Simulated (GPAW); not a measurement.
# S/Ag(111): work function by functional and basis, part 2 of 2

Wanted: work functions and dipole of S/Ag(111), with the cost of each level.

GPAW 26.7.0; GPAW, PAW setups; slab in vacuum, relaxation (the session's first sound run).

So far, upper work function (eV): step 2 (relaxation) 5.67; step 3 (plane waves, PBE) 5.67.

### 4. OptPBE vdW: xc = "optPBE-vdW"

The same geometry under optPBE-vdW, to see how far the functional moves the levels against the vacuum (the van der Waals functionals take revPBE setups).

The input, run.py:

```python
import json
import numpy as np
from ase import Atoms
from gpaw import GPAW, PW

slab = Atoms(
    ['Ag', 'Ag', 'Ag', 'Ag', 'S'],
    positions=[
        [0.00000, 0.00000, 8.00000],
        [1.44603, 0.83487, 10.36136],
        [2.89207, 1.66974, 12.77683],
        [-0.00000, -0.00000, 15.18858],
        [1.44603, 0.83487, 17.35952]],
    cell=[[2.89207, 0.0, 0.0], [1.44603, 2.5046, 0.0], [0.0, 0.0, 25.10958]],
    pbc=[True, True, False])

slab.calc = GPAW(mode=PW(400), xc='optPBE-vdW', kpts={'size': (12, 12, 1), 'gamma': True},
                 occupations={'name': 'fermi-dirac', 'width': 0.1}, nbands='160%',
                 convergence={'density': 1e-05}, maxiter=200,
                 poissonsolver={'dipolelayer': 'xy'},
                 symmetry={'tolerance': 1e-3}, txt='slab.txt')
result = {}
energy = slab.get_potential_energy()
fermi = slab.calc.get_fermi_level()
v = slab.calc.get_electrostatic_potential().mean((0, 1)) - fermi
n = slab.calc.get_pseudo_density().mean((0, 1))
L = slab.cell[2, 2]
z = np.arange(len(v)) * L / len(v)
low, high = slab.positions[:, 2].min(), slab.positions[:, 2].max()
below, above = np.interp([low - 5.8, high + 5.8], z, v)
slopes = [np.interp(x, z, np.gradient(v, z)) for x in (low - 5.8, high + 5.8)]
eps = np.array([[slab.calc.get_eigenvalues(k, s) for k in range(len(slab.calc.get_ibz_k_points()))]
                for s in range(slab.calc.get_number_of_spins())]) - fermi
top, bottom = eps[eps < 0].max(), eps[eps > 0].min()
dipole = slab.get_dipole_moment()[2]
print(f'energy {energy:.4f} eV, Fermi level {fermi:.4f} eV, dipole {dipole:.5f} e A')
print(f'potential 5.8 A off the faces, from the Fermi level: lower {below:.4f} eV, upper {above:.4f} eV')
print(f'slope of the potential there: lower {slopes[0]:.5f}, upper {slopes[1]:.5f} eV/A')
print(f'nearest levels on the mesh: {top:.4f} and {bottom:.4f} eV')
print('magnetic moment', round(slab.get_magnetic_moment(), 3))
result.update(energy=energy, fermi=fermi, dipole=dipole, below=below, above=above, slopes=slopes, edges=[top, bottom],
              z=z.tolist(), v=v.tolist(), n=n.tolist(), positions=slab.positions.tolist(),
              forces=slab.get_forces(apply_constraint=False).tolist(), moments=slab.get_magnetic_moments().tolist())
json.dump(result, open('result.json', 'w'))
```

On the command line:

```bash
OMP_NUM_THREADS=1 OPENBLAS_NUM_THREADS=1 python run.py
```

Elapsed: 2.4 min, on 1 thread of Arm Neoverse V2, shared host; peak memory 0.36 GiB.

This step gave:

```
dipole along the normal                    : -0.04975 e·Å
levels nearest the Fermi level on the mesh : -0.009510, 0.05789 eV from the Fermi level
upper work function                        : 5.904 eV
lower work function                        : 4.659 eV
```

The electrostatic potential energy of an electron (without an applied field's), less the Fermi level, planar mean oscillates, so the rows of the table below give means over windows of 2.41 Å about each position, cut where the curve ends. Its maxima inside the range that stand out by 2 % of the span (Å: eV): 9.2: 0.621, 11.6: 0.901, 14.0: 0.965, 16.3: 0.466. Its minima: 8.0: -20.4, 10.4: -20.8, 12.8: -20.7, 15.2: -20.8, 17.4: -23.6.

Table of electrostatic potential energy of an electron (without an applied field's), less the Fermi level, planar mean by z; means over each step:

```
z (Å)  electrostatic potential energy of an electron (without an applied field's), less the Fermi level, planar mean (eV)
 1.21                                                                                                                4.71
 3.62                                                                                                                4.66
 6.03                                                                                                                3.54
 8.44                                                                                                               -8.04
10.85                                                                                                               -8.04
13.26                                                                                                               -7.97
15.67                                                                                                               -8.49
18.08                                                                                                               -4.86
20.48                                                                                                                5.88
22.90                                                                                                                5.90
```

The pseudo valence density, planar mean oscillates, so the rows of the table below give means over windows of 2.41 Å about each position, cut where the curve ends. Its maxima inside the range that stand out by 2 % of the span (Å: e/Å³): 8.0: 2.55, 10.5: 2.45, 12.8: 2.58, 15.3: 2.48, 16.9: 0.485, 17.6: 0.479. Its minima: 9.2: 0.188, 11.5: 0.179, 14.0: 0.179, 16.3: 0.242, 17.4: 0.420.

Pseudo valence density, planar mean against z; means over each step:

z (Å), pseudo valence density, planar mean (e/Å³) and a bar:
```
     3.62       0.00 
     6.03       0.05 #
     8.44       0.98 #############################
    10.85       0.97 #############################
    13.26       0.97 #############################
    15.67       1.00 ##############################
    18.08       0.27 ########
    20.48       0.00 
    22.90       0.00
```

Force by atom:

```
atom  x (eV/Å)  y (eV/Å)  z (eV/Å)   size
 Ag1     0.000     0.000    -0.362  0.362
 Ag2     0.000     0.000     0.173  0.173
 Ag3     0.000     0.000     0.009  0.009
 Ag4     0.000     0.000    -0.119  0.119
  S5     0.000     0.000     0.298  0.298
```

The upper face's work function is 5.904 eV, against 5.674 eV in the first plane-wave PBE run at this geometry.

### 5. Self-consistent run: xc = "vdW-DF2"

The same geometry under vdW-DF2, to see how far the functional moves the levels against the vacuum (the van der Waals functionals take revPBE setups).

Edit run.py of step 4 so:

```diff
@@ -16,3 +16,3 @@
 
-slab.calc = GPAW(mode=PW(400), xc='optPBE-vdW', kpts={'size': (12, 12, 1), 'gamma': True},
+slab.calc = GPAW(mode=PW(400), xc='vdW-DF2', kpts={'size': (12, 12, 1), 'gamma': True},
                  occupations={'name': 'fermi-dirac', 'width': 0.1}, nbands='160%',
```

Elapsed: 3.9 min, on 1 thread; peak memory 0.36 GiB.

This step gave:

| Item | Value |
| --- | --- |
| dipole along the normal | -0.04821 e·Å |
| levels nearest the Fermi level on the mesh | -0.02780, 0.01810 eV from the Fermi level |
| upper work function | 6.070 eV |
| lower work function | 4.864 eV |

The upper face's work function is 6.070 eV, against 5.674 eV in the first plane-wave PBE run at this geometry.

### 6. Self-consistent run: xc = "RPBE"

The same geometry under RPBE, to see how far the functional moves the levels against the vacuum.

Edit run.py of step 5 so:

```diff
@@ -16,3 +16,3 @@
 
-slab.calc = GPAW(mode=PW(400), xc='vdW-DF2', kpts={'size': (12, 12, 1), 'gamma': True},
+slab.calc = GPAW(mode=PW(400), xc='RPBE', kpts={'size': (12, 12, 1), 'gamma': True},
                  occupations={'name': 'fermi-dirac', 'width': 0.1}, nbands='160%',
```

Wall time 2.4 min (1 thread); peak memory 0.24 GiB.

Numbers from this step:

```yaml
dipole_along_the_normal: -0.05240 e·Å
levels_nearest_the_fermi_level_on_the_mesh: -0.03709, 0.01963 eV from the Fermi level
upper_work_function: 5.586 eV
lower_work_function: 4.275 eV
```

The upper face's work function is 5.586 eV, against 5.674 eV in the first plane-wave PBE run at this geometry.

### 7. Self-consistent run: xc = "revPBE"

The same geometry under revPBE, to see how far the functional moves the levels against the vacuum.

Edit run.py of step 6 so:

```diff
@@ -16,3 +16,3 @@
 
-slab.calc = GPAW(mode=PW(400), xc='RPBE', kpts={'size': (12, 12, 1), 'gamma': True},
+slab.calc = GPAW(mode=PW(400), xc='revPBE', kpts={'size': (12, 12, 1), 'gamma': True},
                  occupations={'name': 'fermi-dirac', 'width': 0.1}, nbands='160%',
```

It took 2.1 min on 1 thread; peak memory 0.24 GiB.

Numbers from this step:

* dipole along the normal: -0.05138 e·Å
* levels nearest the Fermi level on the mesh: -0.03981, 0.02266 eV from the Fermi level
* upper work function: 5.584 eV
* lower work function: 4.299 eV

The upper face's work function is 5.584 eV, against 5.674 eV in the first plane-wave PBE run at this geometry.

### 8. Self-consistent run: xc = "LDA"

The same geometry under LDA, to see how far the functional moves the levels against the vacuum.

Edit run.py of step 7 so:

```diff
@@ -16,3 +16,3 @@
 
-slab.calc = GPAW(mode=PW(400), xc='revPBE', kpts={'size': (12, 12, 1), 'gamma': True},
+slab.calc = GPAW(mode=PW(400), xc='LDA', kpts={'size': (12, 12, 1), 'gamma': True},
                  occupations={'name': 'fermi-dirac', 'width': 0.1}, nbands='160%',
```

It took 1.9 min on 1 thread; peak memory 0.24 GiB.

This step gave:

* dipole along the normal: -0.03952 e·Å
* levels nearest the Fermi level on the mesh: -0.06063, 0.02149 eV from the Fermi level
* upper work function: 5.887 eV
* lower work function: 4.898 eV

The electrostatic potential energy of an electron (without an applied field's), less the Fermi level, planar mean oscillates, so the rows of the table below give means over windows of 2.41 Å about each position, cut where the curve ends. Its maxima inside the range that stand out by 2 % of the span (Å: eV): 9.2: 1.27, 11.6: 1.54, 14.0: 1.58, 16.3: 0.840. Its minima: 8.0: -20.1, 10.4: -20.5, 12.8: -20.4, 15.2: -20.5, 17.4: -23.5.

Table of electrostatic potential energy of an electron (without an applied field's), less the Fermi level, planar mean by z; means over each step:

```
z (Å)  electrostatic potential energy of an electron (without an applied field's), less the Fermi level, planar mean (eV)
 1.21                                                                                                                4.94
 3.62                                                                                                                4.90
 6.03                                                                                                                3.88
 8.44                                                                                                               -7.57
10.85                                                                                                               -7.54
13.26                                                                                                               -7.49
15.67                                                                                                               -8.13
18.08                                                                                                               -4.79
20.48                                                                                                                5.87
22.90                                                                                                                5.89
```

The upper face's work function is 5.887 eV, against 5.674 eV in the first plane-wave PBE run at this geometry.

### 9. Real-space grid: mode = "fd"

A real-space grid is a second complete basis, so it checks the plane-wave result.

Edit run.py of step 8 so:

```diff
@@ -3,3 +3,3 @@
 from ase import Atoms
-from gpaw import GPAW, PW
+from gpaw import GPAW
 
@@ -16,3 +16,3 @@
 
-slab.calc = GPAW(mode=PW(400), xc='LDA', kpts={'size': (12, 12, 1), 'gamma': True},
+slab.calc = GPAW(mode='fd', h=0.18, xc='PBE', kpts={'size': (12, 12, 1), 'gamma': True},
                  occupations={'name': 'fermi-dirac', 'width': 0.1}, nbands='160%',
```

The job ended after 8.9 min (1 thread; peak memory 0.69 GiB).

Numbers from this step:

```yaml
dipole_along_the_normal: -0.04790 e·Å
levels_nearest_the_fermi_level_on_the_mesh: -0.04184, 0.01693 eV from the Fermi level
upper_work_function: 5.672 eV
lower_work_function: 4.474 eV
```

The electrostatic potential energy of an electron (without an applied field's), less the Fermi level, planar mean oscillates, so the rows of the table below give means over windows of 2.42 Å about each position, cut where the curve ends. Its maxima inside the range that stand out by 2 % of the span (Å: eV): 9.1: 0.780, 11.6: 1.08, 14.0: 1.13, 16.3: 0.526. Its minima: 8.0: -20.6, 10.4: -20.7, 12.7: -20.6, 15.2: -20.8, 17.4: -23.5.

Electrostatic potential energy of an electron (without an applied field's), less the Fermi level, planar mean against z; means over each step:

z (Å), electrostatic potential energy of an electron (without an applied field's), less the Fermi level, planar mean (eV) and a bar from the least value:
```
     1.21        4.5 ############################
     3.63        4.5 ###########################
     6.05        3.4 #########################
     8.47       -8.0 #
    10.89       -7.9 #
    13.31       -7.9 #
    15.73       -8.6 
    18.15       -4.5 #########
    20.57        5.7 ##############################
    22.99        5.7 ##############################
```

The upper face's work function is 5.672 eV, against 5.674 eV in the first plane-wave PBE run at this geometry.

### 10. Atomic orbitals: mode = "lcao"

Atom-centred orbitals end a few angstrom from the surface, which tests how much the density's tail matters.

Edit run.py of step 9 so:

```diff
@@ -16,4 +16,4 @@
 
-slab.calc = GPAW(mode='fd', h=0.18, xc='PBE', kpts={'size': (12, 12, 1), 'gamma': True},
-                 occupations={'name': 'fermi-dirac', 'width': 0.1}, nbands='160%',
+slab.calc = GPAW(mode='lcao', basis='dzp', h=0.18, xc='PBE', kpts={'size': (12, 12, 1), 'gamma': True},
+                 occupations={'name': 'fermi-dirac', 'width': 0.1}, nbands='120%',
                  convergence={'density': 1e-05}, maxiter=200,
```

Wall time 10 min (1 thread); peak memory 0.31 GiB.

Numbers from this step:

```
dipole along the normal                    : -0.05362 e·Å
levels nearest the Fermi level on the mesh : -0.01830, 0.02828 eV from the Fermi level
upper work function                        : 5.777 eV
lower work function                        : 4.436 eV
```

Table of electrostatic potential energy of an electron (without an applied field's), less the Fermi level, planar mean by z:

z (Å), electrostatic potential energy of an electron (without an applied field's), less the Fermi level, planar mean (eV) and a bar from the least value:
```
      0.0        5.1 #############################
      0.5        4.4 #############################
      1.0        4.4 #############################
      1.5        4.4 #############################
      2.0        4.4 #############################
      2.5        4.4 #############################
      3.0        4.4 #############################
      3.5        4.4 #############################
      4.0        4.4 ############################
      4.5        4.4 ############################
      5.0        4.4 ############################
      5.5        4.4 ############################
      6.0        4.2 ############################
      6.5        3.5 ###########################
      7.0        0.9 #########################
      7.5       -8.9 ##############
      8.0      -20.6 #
      8.5       -8.9 ##############
      9.0        0.2 ########################
      9.5       -1.2 ######################
     10.0      -13.5 ########
     10.5      -19.5 ##
     11.0       -5.2 ##################
     11.5        1.0 #########################
     12.0       -2.3 #####################
     12.5      -16.0 ######
     13.0      -17.6 ####
     13.5       -3.2 ####################
     14.0        1.1 #########################
     14.5       -4.0 ###################
     15.0      -18.4 ###
     15.5      -15.2 #######
     16.0       -2.0 #####################
     16.5       -0.2 #######################
     17.0      -12.4 ##########
     17.5      -21.1 
     18.0       -2.3 #####################
     18.5        4.1 ############################
     19.0        5.5 ##############################
     19.5        5.7 ##############################
     20.0        5.8 ##############################
     20.5        5.8 ##############################
     21.0        5.8 ##############################
     21.5        5.8 ##############################
     22.0        5.8 ##############################
     22.5        5.8 ##############################
     23.0        5.8 ##############################
     23.5        5.8 ##############################
     24.0        5.8 ##############################
     24.5        5.8 ##############################
     25.0        5.8 ##############################
```

The upper face's work function is 5.777 eV, against 5.674 eV in the first plane-wave PBE run at this geometry.

### 11. The ladder

Times are for 1 thread of Arm Neoverse V2, shared host. Results by setting:

```
no.         run  upper work function (eV)  lower work function (eV)     time  memory (GiB)
  1          pw                     5.674                     4.476  2.5 min          0.24
  2  optPBE vdW                     5.904                     4.659  2.4 min          0.36
  3     vdW DF2                     6.070                     4.864  3.9 min          0.36
  4        RPBE                     5.586                     4.275  2.4 min          0.24
  5      revPBE                     5.584                     4.299  2.1 min          0.24
  6         LDA                     5.887                     4.898  1.9 min          0.24
  7          fd                     5.672                     4.474  8.9 min          0.69
  8        lcao                     5.777                     4.436   10 min          0.31
```

### 12. Side by side

Results and costs are gathered.

This step: comparison of work functions, dipole and cost (GPAW 26.7.0).

Ladder, by row:

```
      step  code  work function, upper (eV)  work function, lower (eV)  dipole (e Å)  wall time (s)  peak memory (GiB)  threads
        pw  GPAW                      5.674                      4.476      -0.04786          149.9               0.24        1
optPBE-vdW  GPAW                      5.904                      4.659      -0.04975          145.6               0.36        1
   vdW-DF2  GPAW                       6.07                      4.864      -0.04821          232.8               0.36        1
      RPBE  GPAW                      5.586                      4.275       -0.0524            144               0.24        1
    revPBE  GPAW                      5.584                      4.299      -0.05138          128.5               0.24        1
       LDA  GPAW                      5.887                      4.898      -0.03952          115.6               0.24        1
        fd  GPAW                      5.672                      4.474       -0.0479          532.5               0.69        1
      lcao  GPAW                      5.777                      4.436      -0.05362          602.9               0.31        1
```

### 13. What came out

| Item | Value |
| --- | --- |
| work function, upper and lower face | 5.674 and 4.476 eV |
| dipole along the normal | -0.0479 e Å |

In words: With plane waves and PBE the work function is 5.67 eV on the upper face and 4.48 eV on the lower. The two faces differ by 1.2 eV, the step that the slab's dipole makes (e p/(ε0 A) gives 1.2 eV), so the dipole layer is needed. Over the sound runs of the table the upper face's work function spans 5.584 (revPBE) to 6.070 eV (vdW-DF2). Atomic orbitals miss the plane-wave value by 0.10 eV, since they describe the tail of the density in the vacuum poorly. The cell of 7.24 Å² holds one S, started on one chosen site; other sites and coverages weren't tried. The in-plane lattice was kept as typed, which isn't the functional's own and leaves some strain; spin-orbit coupling and temperature are left out.

[Logs are printed without paths, hosts, clocks, repeated set-up lines and the standing remarks that a program may print on its own settings, such as how far it seeks lower states.]

[Hosts, paths, dates, database ids (printed as entryN), source tags and the programs' standing remarks are cut or masked in the printed files.]
